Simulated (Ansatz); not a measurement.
## How fast states decay through KLiC2

A new crystal, KLiC2: structure, gap and complex bands. It is built by putting K for part of the Li in the LiC structure of space group Immm, with the volume rescaled by atomic radii. The parent structure comes from the Materials Project.

Program: Ansatz 0.2.0. Level of theory: PBEsol DFT, plane waves, PAW files, in the first sound run; inputs show where later runs differ. Results are calculated unless marked as measured.

The structure was built from a prototype and need not be the compound's stable phase.

### Step 1. The structure

Symmetry: Imm2, No. 44, orthorhombic system. The conventional cell has a = 4.040 Å, b = 5.402 Å, c = 5.997 Å, α = 90.00°, β = 90.00°, γ = 90.00°. Li has 6 C at 2.46 to 2.65 Å nearest. K has 6 C at 2.46 to 2.65 Å nearest. C has 1 C at 1.41 Å and 3 Li at 2.46 to 2.65 Å and 3 K at 2.46 to 2.65 Å nearest. It derives from LiC. K for part of the Li in the LiC structure of space group Immm. Farther neighbours are not listed.

### Step 2. Cell and atoms at rest

The substituted atoms don't fit the parent's cell, so cell and atoms relax together. A small smearing keeps the run stable in case the gap closes on the way.

File input.yaml:

```yaml
crystal:
  lattice:
    - [-2.0200566721, 2.7008756482, 2.9982848861]
    - [2.0200566721, -2.7008756482, 2.9982848861]
    - [2.0200566721, 2.7008756482, -2.9982848861]
  atoms:
    - { symbol: Li, position: [0.73930556, 0.23930556, 0.5] }
    - { symbol: K, position: [0.26069444, 0.76069444, 0.5] }
    - { symbol: C, position: [0.86974406, 0.0, 0.86974406] }
    - { symbol: C, position: [0.13025594, 0.0, 0.13025594] }
kpoints:
  mp_grid: { grid: [6, 6, 6] }
scf:
  occupations: { method: gaussian, width: 0.03 }
hamiltonian:
  xc: pbesol
output:
  forces: true
  stress: true
relax:
  f_tol: 0.02
  max_steps: 60
  cell: {}
```

Command:

```
ansatz run input.yaml --threads 2 --pin off --max-ram 4096MiB --backend cpu --events-out ev --progress --plain --runs-dir out
```

Numbers of over 12 decimals in the logs are rounded to 6 here.

Log:

```text
Engine: ansatz 0.2.0, aarch64-unknown-linux-gnu
Pseudopotentials: kind: paw
Pseudopotential: Li, paw, valence charge 3, recommended cutoff 420 eV (normal), Li.paw.azcp
Pseudopotential: K, paw, valence charge 9, recommended cutoff 420 eV (normal), K.paw.azcp
Pseudopotential: C, paw, valence charge 4, recommended cutoff 420 eV (normal), C.paw.azcp
Functional definition: PBEsol
  exchange = pbesol_x
  correlation = pbesol_c
Crystal: 4 atoms, lattice volume = 65.434 Å³
Basis set: ecut = 420 eV, 1281 PW (Γ), exchange–correlation on 64×64×64 points (8 copies of the dense FFT grid, shifted against one another)
Bands: 14, of which v1, the nominal top of the filled ones, is band 10 counted from 1 (9 counted from 0)
Symmetry: 4 space group operations
Space group: Imm2 (ITA 44), of the structure as read, at distance tolerance 4.0e-5 Å
k-points: 46 of 216 (time reversal used)
Non-local potential: Li, projectors of the file, l = 0: 3, l = 1: 2, l = 2: 1
Non-local potential: K, projectors of the file, l = 0: 3, l = 1: 2, l = 2: 2
Non-local potential: C, projectors of the file, l = 0: 2, l = 1: 2, l = 2: 1
PAW form: soft (Blöchl's): semilocal exchange-correlation on the pseudo side does not see the compensation charge
PAW frozen core: K, regenerated for the run's functional, and the local potential with it (the file was generated under x = pbe(κ = 0.804, μ = 0.219515), c = pbe(β = 0.066725))
PAW frozen core: C, regenerated for the run's functional, and the local potential with it (the file was generated under x = pbe(κ = 0.804, μ = 0.219515), c = pbe(β = 0.066725))
PAW one-centre angular grid: Li, 110 points (default); XC on 64 Gauss nodes
PAW one-centre angular grid: K, 110 points (default); XC on 64 Gauss nodes
PAW one-centre angular grid: C, 110 points (default); XC on 64 Gauss nodes
Initial density: superposition of atomic densities (neutral atoms: chi_scale 0, normalization atom), corrected by the library's trained network
Initial wavefunctions: pseudopotential atomic-orbital guess
Functional: x = pbesol(κ = 0.804, μ = 0.123457), c = pbesol(β = 0.046)
SCF iter   1: F=—  HF=-2209.758219 eV  |F-HF|=—  |Δ(HF+E_count)|=         —  Δρ=4.27e-3  dr2=1.14e-2  ethr=1.77e-3  ⟨swp⟩=6.0  Hψ=4008  notcnv=0
preconditioner: auto → none  [insulator: Δε(μ)=2.567 eV  Ē_g=11.676 eV  σ=0.030 eV  W_gap=1.00  n_scr=14 (ndim 8)  ℏωp=18.4 eV  f_vac=0.050  D(μ)=0.00/eV (n_scr^D=0)  ε∞_Penn≈3.5]
SCF iter   2: F=—  HF=-2209.755522 eV  |F-HF|=—  |Δ(HF+E_count)|=   2.70e-3  Δρ=1.44e-3  dr2=8.32e-4  ethr=5.71e-5  ⟨swp⟩=3.0  Hψ=1561  notcnv=0
SCF iter   3: F=—  HF=-2209.755813 eV  |F-HF|=—  |Δ(HF+E_count)|=   2.91e-4  Δρ=6.20e-4  dr2=1.71e-4  ethr=4.16e-6  ⟨swp⟩=2.6  Hψ=1077  notcnv=0
SCF iter   4: F=—  HF=-2209.755920 eV  |F-HF|=—  |Δ(HF+E_count)|=   1.07e-4  Δρ=1.24e-4  dr2=1.26e-5  ethr=8.56e-7  ⟨swp⟩=2.0  Hψ=828  notcnv=0
SCF iter   5: F=—  HF=-2209.755929 eV  |F-HF|=—  |Δ(HF+E_count)|=   8.11e-6  Δρ=2.74e-5  dr2=4.47e-7  ethr=6.29e-8  ⟨swp⟩=2.5  Hψ=953  notcnv=0
SCF iter   6: F=-2209.755929 eV  HF=-2209.755929 eV  |F-HF|=5.85e-9  |Δ(HF+E_count)|=   8.72e-7  Δρ=6.27e-6  dr2=2.85e-8  ethr=5.00e-10  ⟨swp⟩=5.0  Hψ=2296  notcnv=0
SCF 1 converged in 6 iterations: F = -2209.755929 eV  dr2 = 2.85e-8
  greatest PAW one-centre occupation: 0.999 electrons in one spin orbital (limit 2), on the Li atom at site 0 (counted from 0), in its partial waves of l = 0
relax step   1: F+E_penalty+E_count = -2209.75592946 eV  Δ(F+E_penalty+E_count) = +0.000e0 eV  max|allowed force component| = 7.873e0 eV/Å  Δτ_max = 0.0000 Å  P = +0.593 GPa  Ω = 65.434 Å³  (6 SCF iters, dr2 threshold 1.00e-7 eV, accepted)
Crystal: 4 atoms, lattice volume = 73.340 Å³
Basis set: ecut = 420 eV, 1429 PW (Γ), exchange–correlation on 64×64×64 points (8 copies of the dense FFT grid, shifted against one another)
Initial density: handed on by an earlier stage of this run
Initial wavefunctions: those handed on with the density
iter 1 solved again at ethr=9.01e-4 eV; its pass at ethr=3.10e-3 eV (dr2=1.80e-1 eV) is discarded
SCF iter   1: F=—  HF=-2210.722708 eV  |F-HF|=—  |Δ(HF+E_count)|=         —  Δρ=1.66e-2  dr2=1.77e-1  ethr=9.01e-4  ⟨swp⟩=1.0  Hψ=4698  notcnv=0
preconditioner: auto → none  [insulator: Δε(μ)=3.430 eV  Ē_g=12.059 eV  σ=0.030 eV  W_gap=1.00  n_scr=14 (ndim 8)  ℏωp=17.3 eV  f_vac=0.098  D(μ)=0.00/eV (n_scr^D=0)  ε∞_Penn≈3.1]
SCF iter   2: F=—  HF=-2210.678760 eV  |F-HF|=—  |Δ(HF+E_count)|=   4.39e-2  Δρ=6.03e-3  dr2=2.13e-2  ethr=8.87e-4  ⟨swp⟩=2.1  Hψ=1041  notcnv=0
SCF iter   3: F=—  HF=-2210.676172 eV  |F-HF|=—  |Δ(HF+E_count)|=   2.59e-3  Δρ=3.12e-3  dr2=2.53e-3  ethr=1.07e-4  ⟨swp⟩=2.1  Hψ=1017  notcnv=0
SCF iter   4: F=—  HF=-2210.677092 eV  |F-HF|=—  |Δ(HF+E_count)|=   9.20e-4  Δρ=6.61e-4  dr2=1.31e-4  ethr=1.26e-5  ⟨swp⟩=2.1  Hψ=995  notcnv=0
SCF iter   5: F=—  HF=-2210.677174 eV  |F-HF|=—  |Δ(HF+E_count)|=   8.16e-5  Δρ=6.82e-5  dr2=2.69e-6  ethr=6.57e-7  ⟨swp⟩=2.0  Hψ=877  notcnv=0
SCF iter   6: F=-2210.677179 eV  HF=-2210.677179 eV  |F-HF|=5.20e-7  |Δ(HF+E_count)|=   4.58e-6  Δρ=1.69e-5  dr2=2.09e-7  ethr=2.00e-9  ⟨swp⟩=5.0  Hψ=2312  notcnv=0
SCF 2 converged in 6 iterations: F = -2210.677179 eV  dr2 = 2.09e-7
relax step   2: F+E_penalty+E_count = -2210.67717903 eV  Δ(F+E_penalty+E_count) = -9.212e-1 eV  max|allowed force component| = 1.620e0 eV/Å  Δτ_max = 0.0828 Å  P = +1.004 GPa  Ω = 73.340 Å³  energy of the carried Pulay correction = -6.697e-3 eV  (6 SCF iters, dr2 threshold 4.00e-7 eV, accepted)
Crystal: 4 atoms, lattice volume = 77.676 Å³
Basis set: ecut = 420 eV, 1493 PW (Γ), exchange–correlation on 64×64×64 points (8 copies of the dense FFT grid, shifted against one another)
iter 1 solved again at ethr=7.81e-5 eV; its pass at ethr=3.10e-3 eV (dr2=1.56e-2 eV) is discarded
SCF iter   1: F=—  HF=-2210.733821 eV  |F-HF|=—  |Δ(HF+E_count)|=         —  Δρ=5.81e-3  dr2=1.56e-2  ethr=7.81e-5  ⟨swp⟩=1.6  Hψ=4765  notcnv=0
preconditioner: auto → none  [insulator: Δε(μ)=3.348 eV  Ē_g=12.023 eV  σ=0.030 eV  W_gap=1.00  n_scr=14 (ndim 8)  ℏωp=16.9 eV  f_vac=0.103  D(μ)=0.00/eV (n_scr^D=0)  ε∞_Penn≈3.0]
SCF iter   2: F=—  HF=-2210.731084 eV  |F-HF|=—  |Δ(HF+E_count)|=   2.74e-3  Δρ=2.22e-3  dr2=1.86e-3  ethr=7.79e-5  ⟨swp⟩=2.0  Hψ=1012  notcnv=0
SCF iter   3: F=—  HF=-2210.731442 eV  |F-HF|=—  |Δ(HF+E_count)|=   3.59e-4  Δρ=9.35e-4  dr2=3.10e-4  ethr=9.32e-6  ⟨swp⟩=2.0  Hψ=991  notcnv=0
SCF iter   4: F=—  HF=-2210.731601 eV  |F-HF|=—  |Δ(HF+E_count)|=   1.58e-4  Δρ=1.81e-4  dr2=2.29e-5  ethr=1.55e-6  ⟨swp⟩=2.0  Hψ=914  notcnv=0
[...]
relax step  10: F+E_penalty+E_count = -2210.96873788 eV  Δ(F+E_penalty+E_count) = -6.051e-3 eV  max|allowed force component| = 1.416e-1 eV/Å  Δτ_max = 0.0399 Å  P = -0.090 GPa  Ω = 84.314 Å³  energy of the carried Pulay correction = -1.483e-2 eV  (5 SCF iters, dr2 threshold 4.00e-7 eV, accepted)
relax step  11: F+E_penalty+E_count = -2210.96794546 eV  Δ(F+E_penalty+E_count) = +7.924e-4 eV  max|allowed force component| = 1.085e-1 eV/Å  Δτ_max = 0.0164 Å  P = +0.036 GPa  Ω = 84.023 Å³  energy of the carried Pulay correction = -1.463e-2 eV  (5 SCF iters, dr2 threshold 4.00e-7 eV, rejected (line search))
relax step  12: F+E_penalty+E_count = -2210.96756587 eV  Δ(F+E_penalty+E_count) = +1.172e-3 eV  max|allowed force component| = 7.065e-1 eV/Å  Δτ_max = 0.0188 Å  P = -0.576 GPa  Ω = 84.095 Å³  energy of the carried Pulay correction = -1.468e-2 eV  (8 SCF iters, rejected (line search))
relax step  13: F+E_penalty+E_count = -2210.97047075 eV  Δ(F+E_penalty+E_count) = -1.733e-3 eV  max|allowed force component| = 9.096e-3 eV/Å  Δτ_max = 0.0097 Å  P = -0.042 GPa  Ω = 84.085 Å³  energy of the carried Pulay correction = -1.467e-2 eV  (7 SCF iters, accepted)
relax step  14: F+E_penalty+E_count = -2210.97114799 eV  Δ(F+E_penalty+E_count) = -6.772e-4 eV  max|allowed force component| = 6.215e-3 eV/Å  Δτ_max = 0.0126 Å  P = -0.013 GPa  Ω = 83.900 Å³  energy of the carried Pulay correction = -1.454e-2 eV  (5 SCF iters, dr2 threshold 7.63e-8 eV, accepted)
relax step  15: F+E_penalty+E_count = -2211.07727142 eV  Δ(F+E_penalty+E_count) = -1.061e-1 eV  max|allowed force component| = 7.350e-2 eV/Å  Δτ_max = 0.0000 Å  P = +1.090 GPa  Ω = 83.900 Å³  stress off target by 2.07e0 GPa  SCF on the basis re-selected at this cell (its energy is not comparable with the rows above)  (7 SCF iters)
relax step  16: F+E_penalty+E_count = -2211.10285081 eV  Δ(F+E_penalty+E_count) = -2.558e-2 eV  max|allowed force component| = 1.111e-2 eV/Å  Δτ_max = 0.0218 Å  P = +0.530 GPa  Ω = 87.085 Å³  energy of the carried Pulay correction = -2.419e-3 eV  (6 SCF iters, dr2 threshold 4.00e-7 eV, accepted)
relax step  17: F+E_penalty+E_count = -2211.10974882 eV  Δ(F+E_penalty+E_count) = -6.898e-3 eV  max|allowed force component| = 5.355e-2 eV/Å  Δτ_max = 0.0268 Å  P = +0.049 GPa  Ω = 90.108 Å³  energy of the carried Pulay correction = -4.635e-3 eV  (6 SCF iters, dr2 threshold 4.00e-7 eV, accepted)
relax step  18: F+E_penalty+E_count = -2211.10954502 eV  Δ(F+E_penalty+E_count) = +2.038e-4 eV  max|allowed force component| = 2.806e-2 eV/Å  Δτ_max = 0.0077 Å  P = -0.015 GPa  Ω = 90.372 Å³  energy of the carried Pulay correction = -4.823e-3 eV  (5 SCF iters, dr2 threshold 1.79e-7 eV, rejected (line search))
relax step  19: F+E_penalty+E_count = -2211.10974177 eV  Δ(F+E_penalty+E_count) = +7.051e-6 eV  max|allowed force component| = 6.775e-2 eV/Å  Δτ_max = 0.0038 Å  P = +0.071 GPa  Ω = 90.219 Å³  energy of the carried Pulay correction = -4.715e-3 eV  (7 SCF iters, accepted)
relax step  20: F+E_penalty+E_count = -2211.10972237 eV  Δ(F+E_penalty+E_count) = +1.940e-5 eV  max|allowed force component| = 6.134e-3 eV/Å  Δτ_max = 0.0009 Å  P = +0.009 GPa  Ω = 90.307 Å³  energy of the carried Pulay correction = -4.777e-3 eV  (4 SCF iters, dr2 threshold 2.87e-7 eV, accepted)
relax step  21: F+E_penalty+E_count = -2211.11755236 eV  Δ(F+E_penalty+E_count) = -7.830e-3 eV  max|allowed force component| = 9.157e-4 eV/Å  Δτ_max = 0.0000 Å  P = +0.117 GPa  Ω = 90.307 Å³  stress off target by 1.93e-1 GPa  SCF on the basis re-selected at this cell (its energy is not comparable with the rows above)  (7 SCF iters)
relax step  22: F+E_penalty+E_count = -2211.11744390 eV  Δ(F+E_penalty+E_count) = +1.085e-4 eV  max|allowed force component| = 1.022e-3 eV/Å  Δτ_max = 0.0041 Å  P = +0.016 GPa  Ω = 90.974 Å³  energy of the carried Pulay correction = -4.882e-4 eV  (5 SCF iters, dr2 threshold 9.30e-8 eV, accepted)
iter 1 solved again at ethr=1.62e-7 eV; its pass at ethr=3.10e-3 eV (dr2=3.25e-5 eV) is discarded
SCF iter   1: F=—  HF=-2211.117950 eV  |F-HF|=—  |Δ(HF+E_count)|=         —  Δρ=2.86e-5  dr2=1.53e-7  ethr=1.62e-7  ⟨swp⟩=3.1  Hψ=5608  notcnv=0
preconditioner: auto → none  [insulator: Δε(μ)=3.533 eV  Ē_g=11.917 eV  σ=0.030 eV  W_gap=1.00  n_scr=14 (ndim 8)  ℏωp=15.6 eV  f_vac=0.170  D(μ)=0.00/eV (n_scr^D=0)  ε∞_Penn≈2.7]
SCF iter   2: F=—  HF=-2211.117956 eV  |F-HF|=—  |Δ(HF+E_count)|=   5.36e-6  Δρ=1.40e-5  dr2=4.06e-8  ethr=7.63e-10  ⟨swp⟩=2.2  Hψ=1037  notcnv=0
SCF iter   3: F=—  HF=-2211.117959 eV  |F-HF|=—  |Δ(HF+E_count)|=   2.89e-6  Δρ=4.28e-6  dr2=1.28e-8  ethr=2.03e-10  ⟨swp⟩=2.0  Hψ=874  notcnv=0
SCF iter   4: F=—  HF=-2211.117959 eV  |F-HF|=—  |Δ(HF+E_count)|=   1.50e-7  Δρ=4.03e-7  dr2=1.84e-10  ethr=6.41e-11  ⟨swp⟩=2.0  Hψ=833  notcnv=0
SCF iter   5: F=-2211.117959 eV  HF=-2211.117959 eV  |F-HF|=4.50e-10  |Δ(HF+E_count)|=  1.76e-10  Δρ=2.19e-7  dr2=2.71e-11  ethr=1.00e-12  ⟨swp⟩=5.0  Hψ=2316  notcnv=0
SCF 23 converged in 5 iterations: F = -2211.117959 eV  dr2 = 2.71e-11
relax step  23: F+E_penalty+E_count = -2211.11795886 eV  Δ(F+E_penalty+E_count) = -5.150e-4 eV  max|allowed force component| = 1.330e-3 eV/Å  Δτ_max = 0.0000 Å  P = +0.019 GPa  Ω = 90.974 Å³  stress off target by 3.27e-2 GPa  SCF on the basis re-selected at this cell (its energy is not comparable with the rows above)  (5 SCF iters)
basis re-selected at this cell: Δ(F+E_penalty+E_count) = -5.150e-4 eV, ΔP = +0.003 GPa vs the last step (what re-selecting the basis moved, of the pressure what is left beyond the Pulay correction that the steps carried, after the strain that the cell walked since its last selection, with what the two solves' SCF thresholds leave and, on support functions, any second-order correction that the steps lacked; it is no m [...]
SCF converged after 5 iterations
Free energy (F): -2211.117959 eV
Harris-Foulkes:  -2211.117959 eV  (|F-HF|=4.50e-10)
Internal energy: -2211.117959 eV  (E = F + TS)
E sigma→0 (E₀):  -2211.117959 eV
Fermi energy:    2.100244 eV
--- Per-component energies (eV) ---
  E_band       = -237.229639
  E_kinetic    = 447.475800
  E_local      = -1176.897906  (includes V_loc(G=0)·N_el)
  E_nonlocal   = 36.846861
  E_hartree    = 400.757648
  E_xc         = -236.964686
  E_vxc        = -292.589023  (∫ρ·V_xc dr)
  E_paw        = -971.328427  (= ΣΔE_a)
  E_vpaw       = -53.580715  (= ΣTr[D̂ρ^β])
  E_aug_tail   = 0.000020  (compensation charges beyond the density's cutoff)
  E_ewald      = -711.157355
  E_core_change = 0.150086  (= ΣΔE_core)
  E_smearing   = -0.000000  (= −TS)
  E_closure    = -0.000000  (closes the sum)
  Σ components = -2211.117959   (vs F -2211.117959, Δ=0.00e0)
--- Forces (eV/Å), atoms counted from 1 ---
  atom   1  Li     0.00000000     0.00000000     0.00011763
  atom   2  K      0.00000000     0.00000000     0.00115209
  atom   3  C      0.00000000     0.00133018    -0.00063637
  atom   4  C      0.00000000    -0.00133018    -0.00063637
  max |Σ_I F_I| component: 3.01e-6 eV/Å
--- Stress (GPa, compression-positive) ---
        0.032731       0.000000       0.000000
        0.000000       0.009040       0.000000
        0.000000       0.000000       0.014952
  P = ⅓ Tr σ = 0.0189 GPa (0.189 kbar)
--- Relaxed structure (20 steps of the walk, 17 accepted, 3 SCFs on fresh bases) ---
  F+E_penalty+E_count = -2211.11795886 eV   max|allowed force component| = 1.330e-3 eV/Å   (the final SCF, on the basis selected at the relaxed cell)
  cell:  # Å, volume = 90.9744 Å³
    - [-2.623283, 2.529864, 3.427023]
    - [2.623283, -2.529864, 3.427023]
    - [2.623283, 2.529864, -3.427023]
  atoms:
    - { symbol: Li, position: [0.667438, 0.167438, 0.5] }
    - { symbol: K, position: [0.225662, 0.725662, 0.5] }
    - { symbol: C, position: [0.929137, 0.053450, 0.875687] }
    - { symbol: C, position: [0.177763, 0.053450, 0.124313] }
```

Wall time 43 s (2 threads of Arm Neoverse V2, shared host); peak memory 0.4 GiB; 83 s of CPU time.

Relaxation path (22 of 23):

```
step  energy less that of the first step (eV)  largest force component (eV/Å)  pressure (GPa)  volume (Å³)
   1                                   0.0000                          7.8730            0.59        65.43
   2                                  -0.9212                          1.6199            1.00        73.34
   3                                  -0.9757                          1.1863            1.31        77.68
   4                                  -0.9886                          0.1969           -0.24        78.89
   5                                  -0.9968                          0.2134           -0.31        78.93
   6                                  -1.0572                          0.1514            0.00        79.21
   7                                  -1.1410                          0.2299            1.02        80.05
   8                                  -1.1981                          0.1488            0.80        83.41
   9                                  -1.2068                          0.0960            0.45        83.79
  10                                  -1.2128                          0.1416           -0.09        84.31
  11                                  -1.2120                          0.1085            0.04        84.02
  13                                  -1.2145                          0.0091           -0.04        84.08
  14                                  -1.2152                          0.0062           -0.01        83.90
 15*                                  -1.3213                          0.0735            1.09        83.90
  16                                  -1.3469                          0.0111            0.53        87.08
  17                                  -1.3538                          0.0536            0.05        90.11
  18                                  -1.3536                          0.0281           -0.01        90.37
  19                                  -1.3538                          0.0677            0.07        90.22
  20                                  -1.3538                          0.0061            0.01        90.31
 21*                                  -1.3616                          0.0009            0.12        90.31
  22                                  -1.3615                          0.0010            0.02        90.97
 23*                                  -1.3620                          0.0013            0.02        90.97
```

Relaxation steps marked * repeat the geometry before them on a plane-wave basis chosen anew for their cell, so energy and pressure can jump there. Other such steps can lie between the rows shown. Relaxation steps 11, 12, 18 were tried and not accepted.

Forces are held to the 4 operations that the run works with; a distortion that breaks them can't arise in this run.

```
     cell as run  before   after   change
           a (Å)   4.513   5.003  +10.9 %
           b (Å)   4.513   5.003  +10.9 %
           c (Å)   4.513   5.003  +10.9 %
           α (°)  126.82  116.75   -7.9 %
           β (°)  106.48  119.24  +12.0 %
           γ (°)   96.73   93.52   -3.3 %
volume (Å³/atom)   16.36   22.74  +39.0 %
```

The atoms that moved most (Å, as changes of fractional coordinates times the final cell):

```
atom     dx      dy      dz  length
 Li1  0.000   0.000  -0.493   0.493
  C4  0.000  -0.030   0.366   0.368
  C3  0.000   0.030   0.366   0.368
  K2  0.000   0.000  -0.240   0.240
```

The relaxed structure:

```cif
data_structure
_symmetry_space_group_name_H-M 'P 1'
_symmetry_Int_Tables_number 1
_cell_length_a 5.0026
_cell_length_b 5.0026
_cell_length_c 5.0026
_cell_angle_alpha 116.747
_cell_angle_beta 119.243
_cell_angle_gamma 93.522
_cell_volume 90.97
loop_
_atom_site_label
_atom_site_type_symbol
_atom_site_fract_x
_atom_site_fract_y
_atom_site_fract_z
_atom_site_occupancy
Li1 Li 0.66744 0.16744 0.50000 1
K2 K 0.22566 0.72566 0.50000 1
C3 C 0.92914 0.05345 0.87569 1
C4 C 0.17776 0.05345 0.12431 1
```

Numbers from this step:

| Item | Value |
| --- | --- |
| free energy | -2211.1180 eV |
| Fermi energy | 2.100 eV |
| pressure | 0.01891 GPa |

The largest force component on a free atom ends at 0.0013 eV/Å.

(Continued in part 2 of 3.)

[Logs are printed without paths, hosts, clocks, repeated set-up lines and the standing remarks that a program may print on its own settings, such as how far it seeks lower states.]

[Hosts, paths, dates, database ids (printed as entryN), source tags and the programs' standing remarks are cut or masked in the printed files.]

[New means built here by substitution; the compound itself may be known and measured.]
